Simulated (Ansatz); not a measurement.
## BP (F-43m):Lu_B, thermodynamic levels from a 54-atom cell

Charge states of Lu_B in BP (F-43m), set against the band edges. Model: a cell of 54 host atoms with 1 B taken out and 1 Lu put in.

Main program and level: Ansatz 0.2.0; place-levels on r2SCAN runs: charge-transition levels and formation energies with image-charge correction and potential alignment at the atomic sites; PAW set soft_1.

## (1) The starting structure

The cell holds 54 atoms: 26 B, 27 P and 1 Lu. Cell: a = 9.623 Å, b = 9.623 Å, c = 9.623 Å, α = 60.0°, β = 60.0°, γ = 60.0°. It derives from BP (space group F-43m). Nearest the centre at fractional (0.667, 0.333, 0.667): Lu47 at 0.00 Å, P22 at 1.96 Å, P40 at 1.96 Å, P24 at 1.96 Å, P28 at 1.96 Å, B41 at 3.21 Å, B35 at 3.21 Å, B29 at 3.21 Å.

Structure file:

```xyz
54
Lattice="0.0000 6.8046 6.8046 6.8046 0.0000 6.8046 6.8046 6.8046 0.0000" Properties=species:S:1:pos:R:3 pbc="T T T"
B     0.0000    0.0000    0.0000
P     3.4023    3.4023    3.4023
B     2.2682    2.2682    0.0000
P     5.6705    5.6705    3.4023
B     4.5364    4.5364    0.0000
P     7.9386    7.9386    3.4023
B     2.2682    0.0000    2.2682
P     5.6705    3.4023    5.6705
B     4.5364    2.2682    2.2682
P     7.9386    5.6705    5.6705
B     6.8046    4.5364    2.2682
P    10.2068    7.9386    5.6705
B     4.5364    0.0000    4.5364
P     7.9386    3.4023    7.9386
B     6.8046    2.2682    4.5364
P    10.2068    5.6705    7.9386
B     9.0727    4.5364    4.5364
P    12.4750    7.9386    7.9386
B     0.0000    2.2682    2.2682
P     3.4023    5.6705    5.6705
B     2.2682    4.5364    2.2682
P     5.6705    7.9386    5.6705
B     4.5364    6.8046    2.2682
P     7.9386   10.2068    5.6705
B     2.2682    2.2682    4.5364
P     5.6705    5.6705    7.9386
B     4.5364    4.5364    4.5364
P     7.9386    7.9386    7.9386
B     6.8046    6.8046    4.5364
P    10.2068   10.2068    7.9386
B     4.5364    2.2682    6.8046
P     7.9386    5.6705   10.2068
B     6.8046    4.5364    6.8046
P    10.2068    7.9386   10.2068
B     9.0727    6.8046    6.8046
P    12.4750   10.2068   10.2068
B     0.0000    4.5364    4.5364
P     3.4023    7.9386    7.9386
B     2.2682    6.8046    4.5364
P     5.6705   10.2068    7.9386
B     4.5364    9.0727    4.5364
P     7.9386   12.4750    7.9386
B     2.2682    4.5364    6.8046
P     5.6705    7.9386   10.2068
B     4.5364    6.8046    6.8046
P     7.9386   10.2068   10.2068
Lu    6.8046    9.0727    6.8046
P    10.2068   12.4750   10.2068
B     4.5364    4.5364    9.0727
P     7.9386    7.9386   12.4750
B     6.8046    6.8046    9.0727
P    10.2068   10.2068   12.4750
B     9.0727    9.0727    9.0727
P    12.4750   12.4750   12.4750
```

Known beforehand: the electronic dielectric constant, 9.31, and the static one, 9.42, computed on the host (DFPT, PBEsol, on the r2SCAN cell), and a cell off the functional's own equilibrium shifts the ionic part.

The cell's shortest repeat is 9.6 Å.

## (2) The runs of each charge state

Levels follow from differences of total energies between charge states, each relaxed by itself.

Each atom starts 0.05 Å or so off its site in a random direction: a symmetric start keeps its symmetry, and would miss off-centre moves and Jahn–Teller distortions. Forces are taken on a 2×2×2 shifted mesh. The cell holds 1 electron more than the neutral one, with a uniform background that keeps it neutral on the whole. The electron count is odd, so at least one spin is unpaired; this run locks the moment at 1 μB.

The sampling was tested on the host first: at the k-points planned (1x1x1 shifted 0.25 0.25 0.25) its energy lies 0.152 eV an atom from the dense-mesh value, so the final energies take a denser sampling.

One state's input; the others differ in charge, spin, start and seed, and in occupations where the table says so.

Contents of qm1_M1.relax/input.yaml:

```yaml
crystal:
  lattice:
    - [0.0, 2.26818541, 2.26818541]
    - [2.26818541, 0.0, 2.26818541]
    - [2.26818541, 2.26818541, 0.0]
  atoms:
    - { symbol: B, position: [0.0, 0.0, 0.0] }
    - { symbol: P, position: [0.75, 0.75, 0.75] }
  supercell: [3, 3, 3]
  defects: [{ substitution: { at: 46, symbol: Lu } }]
total_charge: -1
basis:
  ecutwfc: 500
  xc_grid: 2
hamiltonian:
  xc: r2scan
  pseudopotentials: { kind: paw, azcp: { folder: soft_1 } }
kpoints:
  mp_grid: { grid: [2, 2, 2], shift: [0.5, 0.5, 0.5] }
magnetization:
  spin_polarized: true
  initial_magnetization: 1
  spin_locking: { lock_magnetization: hard }
scf:
  occupations: { method: fixed }
  max_iter: 60
output:
  forces: true
  charged_corrections: { epsilon: 9.31, static_epsilon: 9.42 }
relax:
  f_tol: 0.02
  max_steps: 80
  random_displacement: { amplitude: 0.05, seed: 9695 }
checkpoint:
  write: "../qm1_M1.relax.run"
  compress: false
  write_wavefunctions: true
  write_every: 100000
```

Run with:

```bash
> ansatz run input.yaml --threads 4 --pin off --max-ram 7536MiB --backend cpu --events-out ev --progress --plain --runs-dir out
```

The run of this state that the levels use, under r2SCAN:

Contents of qm1_M1.point/input.yaml:

```yaml
crystal:
  checkpoint: "../qm1_M1.relax.run"
  host: checkpoint
total_charge: -1
basis:
  ecutwfc: 500
  xc_grid: 2
hamiltonian:
  xc: r2scan
  pseudopotentials: { kind: paw, azcp: { folder: soft_1 } }
kpoints:
  mp_grid: { grid: [2, 2, 2], shift: [0.5, 0.5, 0.5] }
magnetization:
  spin_polarized: true
  initial_magnetization: 1
  spin_locking: { lock_magnetization: hard }
scf:
  occupations: { method: fixed }
  max_iter: 60
output:
  forces: true
  eigenvalues: true
  charged_corrections:
    epsilon: 9.31
    static_epsilon: 9.42
    defect_position: [0.666667, 0.333333, 0.666667]
  eigenstates: { localisation: true }
  populations: true
  efg: {}
  band_densities: [{ bands: [v1, v1] }, { bands: [c1, c1] }]
  write_density: true
  write_potential: true
  volumetric_format: npy
checkpoint:
  read: "../qm1_M1.relax.run"
  write: "../qm1_M1.point.run"
  compress: false
  write_wavefunctions: false
  write_every: 100000
```

Relaxations under r2SCAN at a 2×2×2 shifted mesh; times on 4 threads of Arm Neoverse V1, shared host:

| charge | moment (μB) | occupations | outcome | steps | largest displacement against the far atoms (Å) | time |
| --- | --- | --- | --- | --- | --- | --- |
| −1 | 1 | fixed | converged | 12 | 1.03 | 13 min |
| 0 | 0 | fixed | converged | 13 | 0.93 | 6.5 min |
| +1 | 1 | fixed | converged | 14 | 0.89 | 16 min |

Single points under r2SCAN at a 2×2×2 shifted mesh; times on 4 threads of Arm Neoverse V1, shared host:

| charge | moment (μB) | occupations | outcome | time |
| --- | --- | --- | --- | --- |
| −1 | 1 | fixed | converged | 66 s |
| 0 | 0 | fixed | converged | 29 s |
| +1 | 1 | fixed | converged | 59 s |

Distances (Å) from Lu47 to the nearest atoms after relaxation with r2SCAN:

| charge | moment (μB) | 1. | 2. | 3. | 4. | 5. | 6. |
| --- | --- | --- | --- | --- | --- | --- | --- |
| −1 | 1 | P 2.36 | P 2.42 | P 2.42 | B 2.57 | P 2.59 | B 2.90 |
| 0 | 0 | P 2.39 | P 2.39 | P 2.41 | B 2.55 | P 2.66 | B 2.79 |
| +1 | 1 | P 2.38 | P 2.38 | P 2.38 | B 2.61 | B 2.61 | B 2.63 |

## (3) Placing the levels, r2SCAN

A charged cell interacts with its images and the background, and its potential has another zero than the host's. place-levels removes the first by a point-charge model, screened by the static dielectric constant since the ions have relaxed around the charge, and the second by comparing potentials at atoms far from the defect.

The host is a run of the defect-free crystal in the same cutoffs, grids and k-points, so that basis and sampling errors cancel in part in the differences. The host is run in a cell of 2 atoms on a matching mesh. Its band edges are searched through the zone by a band path, so the gap is smaller than, or equal to, that on the mesh. Chemical potentials are energies per atom of B (alpha-rhombohedral (B12)) and Lu (hcp), run with the same functional and cutoff.

Contents of levels.point.yaml:

```yaml
host:
  run: host.point.run
states: [qm1_M1.point.run, q0.point.run, qp1_M1.point.run]
geometry_from:
  qm1_M1.point.run: qm1_M1.relax.run
  q0.point.run: q0.relax.run
  qp1_M1.point.run: qp1_M1.relax.run
  host.point.run: host.relax.run
chemical_potentials:
  B:
    energy: -156.554104
    dataset: <sha256 of the dataset>
  Lu:
    energy: -14744.268682
    dataset: "<sha256 of the dataset>"
epsilon: 9.31
static_epsilon: 9.42
vertical:
  - { from: qm1_M1.point.run, to: qm1_M1.point_neutral.run }
  - { from: qp1_M1.point.run, to: qp1_M1.point_neutral.run }
```

Run with:

```bash
> ansatz place-levels levels.point.yaml -- --threads 4 --pin off --max-ram 7536MiB
```

Numbers of over 12 decimals in the logs are rounded to 6 here.

Output:

```text
[... repeated set-up lines and file paths are left out, and long positions are rounded to six places ...]
(+1/0) 0.284 eV above the valence edge, 1.123 eV under the conduction edge
(0/-1) 1.502 eV above the valence edge (+1.794 eV without the band-filling correction), in the conduction band
formation energy of charge +1: +5.001 eV with the Fermi level at the valence edge
formation energy of charge 0: +5.285 eV with the Fermi level at the valence edge
formation energy of charge -1: +6.787 eV with the Fermi level at the valence edge
vertical -1 to 0: no energy, since no alignment is typed
  the change from vertical[0].from (qm1_M1.point.run) to vertical[0].to (qm1_M1.point_neutral.run): by its potential at epsilon 9.31 it stands at 0.641 0.309 0.565, with an rms radius of about 3.4 Å (2.1 2.1 1.8 Å across the planes of the cell's vectors); [...]
vertical +1 to 0: no energy, since no alignment is typed
  the change from vertical[1].from (qp1_M1.point.run) to vertical[1].to (qp1_M1.point_neutral.run): by its potential at epsilon 9.31 it stands at 0.616 0.281 0.604, with an rms radius of about 3.3 Å (2.0 2.0 1.7 Å across the planes of the cell's vectors); [...]
  edges by r2scan, gap 1.407 eV; the host is sampled to repeats of 19.25 Å
  the defect's cells are sampled to repeats of 19.25 Å, like sampling
  charge +1: -39342.5332 eV with its correction of +0.728 eV, at epsilon 9.42, aligned at sites: +0.4705 eV, mean over 19 atomic sites at or beyond 4.81 Å from the defect at [0.6667, 0.3333, 0.6667], with +0.000000 for the charge's moments and without [...]
  charge 0: +0.000 eV for its dipole among its images, +0.000 omitted
  charge -1: -39321.9962 eV with its correction of -0.362 eV, at epsilon 9.42, aligned at sites: +0.6190 eV, mean over 19 atomic sites at or beyond 4.81 Å from the defect at [0.6667, 0.3333, 0.6667], with +0.000000 for the charge's moments and without [...]
  of states[2] (qp1_M1.point.run): it parts from the run at its places by a charge that spreads by about 2 Å along one vector (1.4 Å or more is wide), by its potential at epsilon 9.31, taken for that of held ions (one typed too small widens it), where the [...]
  of states[1] (q0.point.run): its alignment with the host at atomic sites is doubtful: the mean over the far sites moves by +0.0687 eV from their farther parts to their nearer, more than 0.05 eV. [...]
  of states[0] (qm1_M1.point.run): it parts from the run at its places by a charge that spreads by about 2.1 Å along one vector (1.4 Å or more is wide), by its potential at epsilon 9.31, taken for that of held ions (one typed too small widens it), where the [...]
  of vertical[0].from (qm1_M1.point.run): stability_check_not_made; [...]
  of vertical[1].from (qp1_M1.point.run): stability_check_not_made; [...]
```

It took 0.34 s on 4 threads of Arm Neoverse V1, shared host.

Levels between the charges placed, in eV above the valence top:

|  | gap (eV) | (+1/0) | (0/−1) |
| --- | --- | --- | --- |
| r2SCAN | 1.41 | 0.28 | 1.50 |

Corrections by state:

| charge | moment (μB) | image terms and alignment (eV) | band filling (eV) | ε used | over the lowest of its charge, as the program ranks them, band filling apart (eV) |
| --- | --- | --- | --- | --- | --- |
| +1 | 1.0 | 0.728 | - | 9.42 | 0.000 |
| 0 | 0.0 | 0.000 | - | - | 0.000 |
| −1 | 1.0 | -0.362 | -0.293 | 9.42 | 0.000 |

The charged structures listed were also run neutral, and place-levels reads from each pair, by the potential or the spins, how wide the charge is by which they differ; that can be the carrier of either run.

| charge | rms radius (Å) | spread where it is widest against the cell (Å) | wide from (Å) | reading |
| --- | --- | --- | --- | --- |
| +1 | 3.3 | 2.01 | 1.36 | wide |
| −1 | 3.4 | 2.07 | 1.36 | wide |

The neutral runs of these pairs need not share the spin of the lowest neutral state, and very wide values only mean spread over the cell.

From the program's caveats on the states, each cut to its opening words:

- charge +1 (1 μB): it parts from the run at its places by a charge that spreads by about 2 Å along one vector (1.4 Å or more is wide), by its potential at epsilon 9.31, taken for [...]
- charge +1 (1 μB), −1 (1 μB): flagged: stability check not made
- charge 0: its alignment with the host at atomic sites is doubtful: the mean over the far sites moves by +0.0687 eV from their farther parts to their nearer, more than [...]
- charge −1 (1 μB): it parts from the run at its places by a charge that spreads by about 2.1 Å along one vector (1.4 Å or more is wide), by its potential at epsilon 9.31, taken [...]
- charge −1 (1 μB): a band-filling correction moves a carrier to the host's band edge, which changes its energy by -0.293 eV
- charge −1 (1 μB): its alignment with the host at atomic sites is doubtful: the mean over the far sites moves by +0.0530 eV from their farther parts to their nearer, more than [...]

The host's formation energy from the elements is -0.484 eV per atom; it sets how far the chemical potentials can move.

Limit set by the element alone; other compounds of these elements are not counted. Chemical potentials from the elements' reference states: B 0.00 eV, P -0.97 eV, Lu 0.00 eV. Formation energies (B-rich), with the Fermi level at the valence top and at the conduction bottom (gap 1.41 eV):

| charge | at valence top (eV) | at conduction bottom (eV) | correction included (eV) |
| --- | --- | --- | --- |
| +1 | 5.00 | 6.41 | 0.73 |
| 0 | 5.29 | 5.29 | 0.00 |
| −1 | 6.79 | 5.38 | -0.65 |

```tsv
Fermi level (eV)	lowest formation energy (eV)
0.00	5.00
0.13	5.13
0.26	5.26
0.38	5.29
0.51	5.29
0.64	5.29
0.77	5.29
0.90	5.29
1.02	5.29
1.15	5.29
1.28	5.29
1.41	5.29
```

Limit set by the element alone; other compounds of these elements are not counted. Chemical potentials from the elements' reference states: P 0.00 eV, B -0.97 eV, Lu 0.00 eV. Formation energy by charge state (P-rich; gap 1.41 eV):

| charge | at valence top (eV) | at conduction bottom (eV) | correction included (eV) |
| --- | --- | --- | --- |
| +1 | 4.03 | 5.44 | 0.73 |
| 0 | 4.32 | 4.32 | 0.00 |
| −1 | 5.82 | 4.41 | -0.65 |

```
Fermi level (eV)  lowest formation energy (eV)
            0.00                          4.03
            0.13                          4.16
            0.26                          4.29
            0.38                          4.32
            0.51                          4.32
            0.64                          4.32
            0.77                          4.32
            0.90                          4.32
            1.02                          4.32
            1.15                          4.32
            1.28                          4.32
            1.41                          4.32
```

## (4) Results

```yaml
gap_of_the_host: 1.41 eV (r2SCAN)
level_plus_1_over_0: 0.28 eV above the valence top
level_0_minus_1: 1.50 eV above the valence top, past the conduction bottom (1.79 eV above the valence top without the band-filling term)
lowest_of_the_charges_placed_just_above_the_valence_top_0p02_ev: +1
lowest_of_the_charges_placed_just_below_the_conduction_bottom_0p02_ev: 0
lowest_formation_energy_at_mid_gap_of_the_charges_run_b_rich: 5.29 eV
lowest_formation_energy_at_mid_gap_of_the_charges_run_p_rich: 4.32 eV
```

In words: Of the charges placed (−1, 0 and +1), the lowest changes at 0.28 eV (+1/0) above the valence top, in a gap of 1.41 eV. (+1/0) lies nearer to a band edge than the share of the finite-size correction in it (0.73 eV), and that correction holds for a localised charge alone. Charges above +1 were not placed, so these runs say nothing of levels that involve them. States placed: +1 at 1 μB; 0 at 0 μB; −1 at 1 μB. Other spin states or structures, where not listed, weren't placed. The program finds carriers beyond a band edge of the host and adds a band-filling term at charge −1 (-0.29 eV); steps to such a charge show no bound level, and a defect level inside a band would be read the same way. At charge 0 and +1 the atom put in ends up to 0.9 Å from its starting place, so the name tells the start alone and the levels can join different sites. Lu is taken at its element; compounds, which aren't counted here, bound the chemical potentials and would shift these formation energies. The program doubts the alignment of potentials for at least one state, a sign that the cell is small. What this leaves open: r2SCAN makes the gap too small and tends to spread out bound carriers; spin–orbit coupling, which can matter with heavy atoms, is left out.

[Logs are printed without paths, hosts, clocks, repeated set-up lines and the standing remarks that a program may print on its own settings, such as how far it seeks lower states.]

[Hosts, paths, dates, database ids (printed as entryN), source tags and the programs' standing remarks are cut or masked in the printed files.]

[Where a table of states has a column of steps, it counts the stored structures, which are thinned; the runs took as many ionic steps or more.]

[A defect's name tells the site on which it was built; relaxed atoms can leave that site.]

[For some hosts the program warned that the k-mesh of the response run may be too coarse for force constants and the static dielectric constant; such warnings are not shown here.]
